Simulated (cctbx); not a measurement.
# Reading a Patterson map

Space group Fd-3m (no. 227, origin choice 1), a = 12.2320 Å, b = 12.2320 Å, c = 12.2320 Å, α = 90.00°, β = 90.00°, γ = 90.00°, content Cd32 Mo64 C16.

Simulated single-crystal data (cctbx): Mo Kα, λ = 0.71073 Å, to d = 0.6 Å, 95 % of the full sphere, strongest reflection 70000 counts, noise from counting, a 4 % proportional error and a noise floor of 8 counts (s.d.); no absorption.

Patterson synthesis, origin scaled to 1000:

```text
Patterson group F m -3 m
      u       v       w   height  length (A)
  0.000   0.000   0.000   1000.0     0.00
  0.000   0.171   0.171    293.5     2.97
  0.090   0.090   0.410    239.6     5.25
  0.250   0.250   0.250    194.9     5.30
  0.160   0.160   0.340    158.8     5.00
  0.073   0.073   0.238    113.5     3.17
  0.091   0.250   0.250    108.0     4.47
  0.051   0.051   0.216     78.6     2.79
  0.207   0.207   0.207     64.2     4.39
  0.000   0.250   0.250     44.9     4.32
  0.000   0.000   0.375     44.5     4.59
  0.125   0.125   0.187     39.1     3.15
  0.000   0.000   0.500    -10.2     6.12
  0.104   0.104   0.284    -11.8     3.91
```

**Question.** Which atom pairs make the peaks, and where is the heaviest atom?

A peak at u stands for all pairs with xi − xj = u, with weight Σ ZiZj against Σ Z² = 187200 at the origin. Peak heights follow these weights only roughly, since form factors, motion and series ripples differ, all vectors within 0.55 Å of a peak are counted as merged into it though the farther ones add only part of their weight, and F(000) is left out, which lowers the whole map:

| u | v | w | shortest length (Å) | height | 1000 ΣZiZj/ΣZ² | pairs in the cell |
| --- | --- | --- | --- | --- | --- | --- |
| 0.000 | 0.171 | 0.171 | 2.96 | 294 | 422 | 16 × Cd–Mo, 16 × Mo–Mo, 8 × Cd–Cd |
| 0.090 | 0.090 | 0.410 | 5.25 | 240 | 308 | 24 × Cd–Mo, 4 × Cd–Cd |
| 0.250 | 0.250 | 0.250 | 5.30 | 195 | 226 | 24 × Mo–Mo |
| 0.160 | 0.160 | 0.340 | 5.00 | 159 | 258 | 24 × Cd–Mo |
| 0.073 | 0.073 | 0.238 | 3.17 | 114 | 162 | 8 × Cd–Mo, 8 × Mo–Mo |
| 0.091 | 0.250 | 0.250 | 4.47 | 108 | 136 | 8 × Cd–Cd, 4 × Mo–Mo |
| 0.051 | 0.051 | 0.216 | 2.79 | 79 | 162 | 8 × Cd–Mo, 8 × Mo–Mo |
| 0.207 | 0.207 | 0.207 | 4.39 | 64 | 86 | 8 × Cd–Mo |

The table stops at ten peaks or at a height of 45, below which ripples compete. In the model behind the data Cd, the heaviest element, has 1 independent site: (0.1689, 0.3311, 0.1689), up to an allowed shift of origin; the Cd–Cd vectors are differences of these positions and their symmetry mates. Elements of similar Z can't be told apart from the map alone. The whole model:

```csv
atom,mult.,x,y,z,Ueq (Å²)
Cd1,32,0.1689,0.3311,0.1689,0.0151
Mo1,48,1/4,3/4,0.0618,0.0202
Mo2,16,1/8,1/8,1/8,0.0271
C1,16,1/8,5/8,1/8,0.0319
```

The model is made up (kin elements in a known structure type, no relaxation), so it says nothing on whether the phase exists.

[Logs are printed without paths, hosts, clocks, repeated set-up lines and the standing remarks that a program may print on its own settings, such as how far it seeks lower states.]
